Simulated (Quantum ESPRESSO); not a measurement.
# Collinear magnetic orders of BaMn2Sb2 with Quantum ESPRESSO, part 2 of 2

Wanted: the moments of BaMn2Sb2 and the energy of each order that was tried.

Quantum ESPRESSO 7.5; LDA; plane waves with GBRV 1.5 LDA potentials, no spin-orbit coupling.

So far, absolute magnetization (μB): step 2 (start 1: ferro ++) 7.64.

## 3. Run 2, typed as antiferro q=(1/2,1/2,1/2) +−−+

This order needs a doubled cell of 10 atoms. The wavevector q is in fractions of the reciprocal vectors of the crystal's primitive cell, as the cells of these inputs are built from it; moments change sign between cells as cos(2π q·R).

File pw.in:

```
&CONTROL
  calculation = 'scf'
  prefix = 'pwscf'
  outdir = './tmp'
  pseudo_dir = './pseudo'
  disk_io = 'nowf'
/
&SYSTEM
  ibrav = 0
  celldm(1) = 8
  nat = 10
  ntyp = 4
  ecutwfc = 40
  ecutrho = 280
  nbnd = 86
  occupations = 'smearing'
  smearing = 'fd'
  degauss = 0.00734986
  nspin = 2
  starting_magnetization(1) = 0
  starting_magnetization(2) = 0.2333
  starting_magnetization(3) = -0.2333
  starting_magnetization(4) = 0
/
&ELECTRONS
  conv_thr = 2d-08
  electron_maxstep = 150
  mixing_beta = 0.3
/
ATOMIC_SPECIES
Ba    137.3270 ba_lda_v1.uspp.F.UPF
Mn1    54.9380 mn_lda_v1.5.uspp.F.UPF
Mn2    54.9380 mn_lda_v1.5.uspp.F.UPF
Sb    121.7600 sb_lda_v1.4.uspp.F.UPF
CELL_PARAMETERS alat
  -1.0701297000936    1.0701297000936    3.0575352956698
   0.0000000000000    0.0000000000000    3.0575352956698
   0.0000000000000    1.0701297000936    0.0000000000000
ATOMIC_POSITIONS crystal
Ba      0.0000000000    0.0000000000    0.0000000000
Ba      0.5000000000    0.0000000000    0.0000000000
Mn1     0.0000000000    0.2500000000    0.5000000000
Mn2     0.5000000000    0.2500000000    0.5000000000
Mn2     0.5000000000    0.7500000000    0.5000000000
Mn1     0.0000000000    0.7500000000    0.5000000000
Sb      0.0000000000    0.6362330000    0.0000000000
Sb      0.5000000000    0.6362330000    0.0000000000
Sb      0.0000000000    0.3637670000    0.0000000000
Sb      0.5000000000    0.3637670000    0.0000000000
K_POINTS automatic
4 8 8 0 0 0
```

Started as:

```console
OMP_NUM_THREADS=1 mpirun -n 4 pw.x -nk 4 -in pw.in > pw.out
```

The log of the run:

```text
[banner, memory and clock lines left out]
Program PWSCF v.7.5 starts

     Message from routine setup:
     using ibrav=0 with symmetry is DISCOURAGED, use correct ibrav instead

     bravais-lattice index     =            0
     lattice parameter (alat)  =       8.0000  a.u.
     unit-cell volume          =    1792.7275 (a.u.)^3
     number of atoms/cell      =           10
     number of atomic types    =            4
     number of electrons       =       140.00
     number of Kohn-Sham states=           86
     kinetic-energy cutoff     =      40.0000  Ry
     charge density cutoff     =     280.0000  Ry
     scf convergence threshold =      2.0E-08
     mixing beta               =       0.3000
     number of iterations used =            8  plain     mixing
     Exchange-correlation=  SLA  PZ   NOGX NOGC
                           (   1   1   0   0   0   0   0)

     celldm(1)=   8.000000  celldm(2)=   0.000000  celldm(3)=   0.000000
     celldm(4)=   0.000000  celldm(5)=   0.000000  celldm(6)=   0.000000

     crystal axes: (cart. coord. in units of alat)
               a(1) = (  -1.070130   1.070130   3.057535 )
               a(2) = (   0.000000   0.000000   3.057535 )
               a(3) = (   0.000000   1.070130   0.000000 )

     reciprocal axes: (cart. coord. in units 2 pi/alat)
               b(1) = ( -0.934466  0.000000  0.000000 )
               b(2) = (  0.934466 -0.000000  0.327061 )
               b(3) = (  0.934466  0.934466 -0.000000 )

     PseudoPot. # 1 for Ba read from file:
     ba_lda_v1.uspp.F.UPF
     Pseudo is Ultrasoft + core correction, Zval = 10.0

     PseudoPot. # 2 for Mn read from file:
     mn_lda_v1.5.uspp.F.UPF
     Pseudo is Ultrasoft + core correction, Zval = 15.0

     PseudoPot. # 3 for Mn read from file:
     mn_lda_v1.5.uspp.F.UPF
     Pseudo is Ultrasoft + core correction, Zval = 15.0

     PseudoPot. # 4 for Sb read from file:
     sb_lda_v1.4.uspp.F.UPF
     Pseudo is Ultrasoft + core correction, Zval = 15.0

     atomic species   valence    mass     pseudopotential
     Ba               10.00   137.32700     Ba( 1.00)
     Mn1              15.00    54.93800     Mn( 1.00)
     Mn2              15.00    54.93800     Mn( 1.00)
     Sb               15.00   121.76000     Sb( 1.00)

     Starting magnetic structure
     atomic species   magnetization
     Ba              0.000
     Mn1             0.233
     Mn2            -0.233
     Sb              0.000

     16 Sym. Ops., with inversion, found ( 8 have fractional translation)

   Cartesian axes

     site n.     atom                  positions (alat units)
         1        Ba     tau(   1) = (   0.0000000   0.0000000   0.0000000  )
         2        Ba     tau(   2) = (  -0.5350649   0.5350649   1.5287676  )
         3        Mn1    tau(   3) = (   0.0000000   0.5350649   0.7643838  )
         4        Mn2    tau(   4) = (  -0.5350649   1.0701297   2.2931515  )
         5        Mn2    tau(   5) = (  -0.5350649   1.0701297   3.8219191  )
         6        Mn1    tau(   6) = (   0.0000000   0.5350649   2.2931515  )
         7        Sb     tau(   7) = (   0.0000000   0.0000000   1.9453049  )
         8        Sb     tau(   8) = (  -0.5350649   0.5350649   3.4740725  )
         9        Sb     tau(   9) = (   0.0000000   0.0000000   1.1122304  )
        10        Sb     tau(  10) = (  -0.5350649   0.5350649   2.6409981  )

     number of k points=    39  Fermi-Dirac smearing, width (Ry)=  0.0073
                       cart. coord. in units 2pi/alat
        k(    1) = (   0.0000000   0.0000000   0.0000000), wk =   0.0039062
        k(    2) = (   0.1168083   0.1168083   0.0000000), wk =   0.0156250
        k(    3) = (   0.2336165   0.2336165   0.0000000), wk =   0.0156250
        k(    4) = (   0.3504248   0.3504248   0.0000000), wk =   0.0156250
        k(    5) = (  -0.4672331  -0.4672331   0.0000000), wk =   0.0039062
        [... 34 further k-points ...]

     Dense  grid:   141595 G-vectors     FFT dimensions: ( 150, 135,  45)

     Smooth grid:    61359 G-vectors     FFT dimensions: ( 120, 100,  36)

     Check: negative core charge=   -0.000022
     Generating pointlists ...
     new r_m :   0.3563 (alat units)  2.8504 (a.u.) for type    1
     new r_m :   0.2633 (alat units)  2.1060 (a.u.) for type    2
     new r_m :   0.2633 (alat units)  2.1060 (a.u.) for type    3
     new r_m :   0.2633 (alat units)  2.1060 (a.u.) for type    4

     Initial potential from superposition of free atoms

     starting charge     133.9743, renormalised to     140.0000

     negative rho (up, down):  1.034E-01 1.034E-01
     Starting wfcs are  114 randomized atomic wfcs

     Self-consistent Calculation

     iteration #  1     ecut=    40.00 Ry     beta= 0.30
     Davidson diagonalization with overlap
     ethr =  1.00E-02,  avg # of iterations =  3.5

     negative rho (up, down):  9.343E-02 9.341E-02

     total energy              =   -1712.63676968 Ry
     estimated scf accuracy    <      32.23651691 Ry

     total magnetization       =    -0.01 Bohr mag/cell
     absolute magnetization    =     8.48 Bohr mag/cell

     iteration #  2     ecut=    40.00 Ry     beta= 0.30
     Davidson diagonalization with overlap
     ethr =  1.00E-02,  avg # of iterations =  5.2

     negative rho (up, down):  9.223E-02 9.221E-02

     total energy              =   -1718.17059102 Ry
     estimated scf accuracy    <      87.75866119 Ry

     total magnetization       =    -0.00 Bohr mag/cell
     absolute magnetization    =     1.00 Bohr mag/cell

     [... further iterations left out ...]

     iteration # 16     ecut=    40.00 Ry     beta= 0.30
     Davidson diagonalization with overlap
     ethr =  7.64E-11,  avg # of iterations =  4.2

     negative rho (up, down):  9.018E-02 9.018E-02

     total energy              =   -1723.89404960 Ry
     estimated scf accuracy    <       0.00000007 Ry

     total magnetization       =    -0.00 Bohr mag/cell
     absolute magnetization    =    15.47 Bohr mag/cell

     iteration # 17     ecut=    40.00 Ry     beta= 0.30
     Davidson diagonalization with overlap
     ethr =  5.33E-11,  avg # of iterations =  2.6

     negative rho (up, down):  9.018E-02 9.018E-02

     Magnetic moment per site  (integrated on atomic sphere of radius R)
     atom   1 (R=0.356)  charge=  8.1834  magn= -0.0000
     atom   2 (R=0.356)  charge=  8.1834  magn=  0.0000
     atom   3 (R=0.263)  charge= 13.5269  magn=  3.4978
     atom   4 (R=0.263)  charge= 13.5268  magn= -3.4979
     atom   5 (R=0.263)  charge= 13.5268  magn= -3.4979
     atom   6 (R=0.263)  charge= 13.5269  magn=  3.4978
     atom   7 (R=0.263)  charge= 12.3193  magn=  0.0000
     atom   8 (R=0.263)  charge= 12.3193  magn=  0.0000
     atom   9 (R=0.263)  charge= 12.3193  magn=  0.0000
     atom  10 (R=0.263)  charge= 12.3193  magn=  0.0000

     End of self-consistent calculation

     [... lines left out ...]
     the Fermi energy is    10.5630 ev

!    total energy              =   -1723.89404961 Ry
     estimated scf accuracy    <          2.3E-09 Ry
     smearing contrib. (-TS)   =      -0.01526132 Ry
     internal energy E=F+TS    =   -1723.87878829 Ry

     The total energy is F=E-TS. E is the sum of the following terms:
     one-electron contribution =   -1058.52989585 Ry
     hartree contribution      =     589.89668046 Ry
     xc contribution           =    -334.37239239 Ry
     ewald contribution        =    -920.87318051 Ry

     total magnetization       =    -0.00 Bohr mag/cell
     absolute magnetization    =    15.47 Bohr mag/cell

     convergence has been achieved in  17 iterations
```

It took 11 min on 4 MPI ranks of Intel Xeon Platinum 8559C (Emerald Rapids), shared host; peak memory 2.5 GiB.

Spin moment in the atom's sphere by atom:

```tsv
atom	spin moment in the atom's sphere (μB)
Ba1	0.00
Ba2	0.00
Mn3	3.50
Mn4	-3.50
Mn5	-3.50
Mn6	3.50
Sb7	0.00
Sb8	0.00
Sb9	0.00
Sb10	0.00
```

Read from the output:

```
smearing term TS       : 0.2076 eV
magnetization          : 0 μB
absolute magnetization : 15.47 μB
final state            : antiferromagnetic
```

Spin density in the bc plane at fractional x = 0.000, with atoms of Ba and Mn and Sb within 0.2 Å of it.

Ten even steps from '0' (0.0 e/Å³) to '9' (4.8 e/Å³), each cell a mean:
```
000000000000000000000000000000000000
000000000000000000000000000000000000
000000000000000000000000000000000000
000000000000000000000000000000000000
000000002310000000000000002310000000
000000028930000000000000028930000000
000000017830000000000000017820000000
000000001100000000000000001100000000
000000000000000000000000000000000000
000000000000000000000000000000000000
000000000000000000000000000000000000
000000000000000000000000000000000000
```
Columns run along b (12.9 Å), rows up along c (4.5 Å). Atoms in or near the plane, at fractional coordinates: Ba at (0.00, 0.00), Mn at (0.25, 0.50), Mn at (0.75, 0.50), Sb at (0.64, 0.00), Sb at (0.36, 0.00).

Valence density in the bc plane at fractional x = 0.000, with atoms of Ba and Mn and Sb within 0.2 Å of it. It is the smooth field of the valence electrons, not physical close to the nuclei.

Ten steps, logarithmic in the rise over the least value, from '0' (-1 e/Å³) to '9' (16 e/Å³), each cell a mean:
```
255433333446897543344799744333334553
554433333445675443344566544333333455
444333333444444433334444444433333444
433333344444444333333344444443333334
333333457864433333333333457864333333
333333479984433333333333479984333333
333333479984433333333333479984333333
333333456754433333333334456754333333
443333344444444333333444444443333334
544333333444554433334455444333333445
555433333445776443344577644333333455
055433333446998543344799754333334552
```
Columns run along b (12.9 Å), rows up along c (4.5 Å). Atoms in or near the plane, at fractional coordinates: Ba at (0.00, 0.00), Mn at (0.25, 0.50), Mn at (0.75, 0.50), Sb at (0.64, 0.00), Sb at (0.36, 0.00).

## 4. Run 3 (antiferro +−)

File pw.in:

```
&CONTROL
  calculation = 'scf'
  prefix = 'pwscf'
  outdir = './tmp'
  pseudo_dir = './pseudo'
  disk_io = 'nowf'
/
&SYSTEM
  ibrav = 0
  celldm(1) = 8
  nat = 5
  ntyp = 4
  ecutwfc = 40
  ecutrho = 280
  nbnd = 45
  occupations = 'smearing'
  smearing = 'fd'
  degauss = 0.00734986
  nspin = 2
  starting_magnetization(1) = 0
  starting_magnetization(2) = 0.2333
  starting_magnetization(3) = -0.2333
  starting_magnetization(4) = 0
/
&ELECTRONS
  conv_thr = 1d-08
  electron_maxstep = 150
  mixing_beta = 0.3
/
ATOMIC_SPECIES
Ba    137.3270 ba_lda_v1.uspp.F.UPF
Mn1    54.9380 mn_lda_v1.5.uspp.F.UPF
Mn2    54.9380 mn_lda_v1.5.uspp.F.UPF
Sb    121.7600 sb_lda_v1.4.uspp.F.UPF
CELL_PARAMETERS alat
  -0.5350648500468    0.5350648500468    1.5287676478349
   0.5350648500468   -0.5350648500468    1.5287676478349
   0.5350648500468    0.5350648500468   -1.5287676478349
ATOMIC_POSITIONS crystal
Ba      0.0000000000    0.0000000000    0.0000000000
Mn1     0.7500000000    0.2500000000    0.5000000000
Mn2     0.2500000000    0.7500000000    0.5000000000
Sb      0.6362330000    0.6362330000    0.0000000000
Sb      0.3637670000    0.3637670000    0.0000000000
K_POINTS automatic
8 8 8 0 0 0
```

The log of the run:

```text
     [... lines left out ...]
Program PWSCF v.7.5 starts
     [... lines left out ...]
     number of atoms/cell      =            5
     [... lines left out ...]
     number of electrons       =        70.00
     number of Kohn-Sham states=           45
     kinetic-energy cutoff     =      40.0000  Ry
     charge density cutoff     =     280.0000  Ry
     scf convergence threshold =      1.0E-08
     [... lines left out ...]
      8 Sym. Ops. (no inversion) found
     [... lines left out ...]
     number of k points=    59  Fermi-Dirac smearing, width (Ry)=  0.0073
     [... lines left out ...]
     iteration # 17     ecut=    40.00 Ry     beta= 0.30
     [... lines left out ...]
     Magnetic moment per site  (integrated on atomic sphere of radius R)
     atom   1 (R=0.356)  charge=  8.1792  magn=  0.0000
     atom   2 (R=0.263)  charge= 13.5246  magn=  3.5257
     atom   3 (R=0.263)  charge= 13.5246  magn= -3.5257
     atom   4 (R=0.263)  charge= 12.3216  magn=  0.0000
     atom   5 (R=0.263)  charge= 12.3216  magn=  0.0000
     [... lines left out ...]
     the Fermi energy is    10.4785 ev
!    total energy              =    -861.94915560 Ry
     estimated scf accuracy    <          2.8E-09 Ry
     smearing contrib. (-TS)   =      -0.00395858 Ry
     [... lines left out ...]
     total magnetization       =    -0.00 Bohr mag/cell
     absolute magnetization    =     7.82 Bohr mag/cell
     convergence has been achieved in  17 iterations
```

Elapsed: 3.5 min, on 4 MPI ranks; peak memory 1.2 GiB; 14 min of CPU time.

Spin moment in the atom's sphere by atom:

```tsv
atom	spin moment in the atom's sphere (μB)
Ba1	0.00
Mn2	3.53
Mn3	-3.53
Sb4	0.00
Sb5	0.00
```

Read from the output:

| Property | Result |
| --- | --- |
| smearing term TS | 0.05386 eV |
| magnetization | 0 μB |
| absolute magnetization | 7.818 μB |
| final state | antiferromagnetic |

## 5. Start 4: no spin polarisation

File pw.in:

```
&CONTROL
  calculation = 'scf'
  prefix = 'pwscf'
  outdir = './tmp'
  pseudo_dir = './pseudo'
  disk_io = 'nowf'
/
&SYSTEM
  ibrav = 0
  celldm(1) = 8
  nat = 5
  ntyp = 3
  ecutwfc = 40
  ecutrho = 280
  nbnd = 45
  occupations = 'smearing'
  smearing = 'fd'
  degauss = 0.00734986
/
&ELECTRONS
  conv_thr = 1d-08
  electron_maxstep = 150
  mixing_beta = 0.3
/
ATOMIC_SPECIES
Ba    137.3270 ba_lda_v1.uspp.F.UPF
Mn     54.9380 mn_lda_v1.5.uspp.F.UPF
Sb    121.7600 sb_lda_v1.4.uspp.F.UPF
CELL_PARAMETERS alat
  -0.5350648500468    0.5350648500468    1.5287676478349
   0.5350648500468   -0.5350648500468    1.5287676478349
   0.5350648500468    0.5350648500468   -1.5287676478349
ATOMIC_POSITIONS crystal
Ba      0.0000000000    0.0000000000    0.0000000000
Mn      0.7500000000    0.2500000000    0.5000000000
Mn      0.2500000000    0.7500000000    0.5000000000
Sb      0.6362330000    0.6362330000    0.0000000000
Sb      0.3637670000    0.3637670000    0.0000000000
K_POINTS automatic
8 8 8 0 0 0
```

The log of the run:

```text
     [... lines left out ...]
Program PWSCF v.7.5 starts
     [... lines left out ...]
     number of atoms/cell      =            5
     [... lines left out ...]
     number of electrons       =        70.00
     number of Kohn-Sham states=           45
     kinetic-energy cutoff     =      40.0000  Ry
     charge density cutoff     =     280.0000  Ry
     scf convergence threshold =      1.0E-08
     [... lines left out ...]
     16 Sym. Ops., with inversion, found
     [... lines left out ...]
     number of k points=    59  Fermi-Dirac smearing, width (Ry)=  0.0073
     [... lines left out ...]
     iteration # 15     ecut=    40.00 Ry     beta= 0.30
     [... lines left out ...]
     the Fermi energy is    10.1280 ev
!    total energy              =    -861.81897077 Ry
     estimated scf accuracy    <          1.5E-09 Ry
     smearing contrib. (-TS)   =      -0.02593203 Ry
     [... lines left out ...]
     convergence has been achieved in  15 iterations
```

Run time: 97 s. Hardware: 4 MPI ranks; peak memory 0.8 GiB.

This step gave:

```yaml
smearing_term_ts: 0.3528 eV
final_state: non-magnetic (no spin polarisation)
```

## 6. Ranking

An order is kept where moments of 0.15 μB or more survive with the typed signs; meshes match where a doubled cell samples the same k points as the first cell.

Orders:

```tsv
start	final state	typed order kept	energy over the lowest (meV a seeded atom)	largest site moment (μB)	net moment (μB a cell of the first run)	mesh matched	CPU time (s)
ferro ++	ferromagnetic	yes	195.4	3.442	7.303	yes	810.7
antiferro q=(1/2,1/2,1/2) +--+	antiferromagnetic	yes	14.5	3.498	0	yes	2558
antiferro +-	antiferromagnetic	yes	0	3.526	0	yes	841.7
no spin polarisation	non-magnetic	-	885.6	0	0	yes	387.4
```

## 7. Summary of results

* lowest state found: antiferromagnetic (from antiferro +-)
* largest site moment: 3.53 μB
* next state with moments: antiferromagnetic, 14.5 meV a seeded atom higher
* state without moments: 886 meV a seeded atom higher

What this shows: Forming the moments gains more than four times the spread of the orders, as local moments do. The smearing terms TS of the orders run from 27 to 82 meV a seeded atom, so the differences would change at a smaller width: an order with a larger TS is lowered more by the smearing. This is the lowest of 4 collinear or spinless starts, no proof of the ground state. Energies are free energies at an electronic temperature of 1160 K, which lowers moments and differences where the moments are itinerant.

[Logs and program files are shortened in this print: banners, set-up blocks, solver, clock and traceback lines can be left out without a mark of their own.]

[Logs are printed without paths, hosts, clocks, repeated set-up lines and the standing remarks that a program may print on its own settings, such as how far it seeks lower states.]

[Hosts, paths, dates, database ids (printed as entryN), source tags and the programs' standing remarks are cut or masked in the printed files.]

[Where a cell is said to come from a database of computed structures, the database is the Materials Project.]
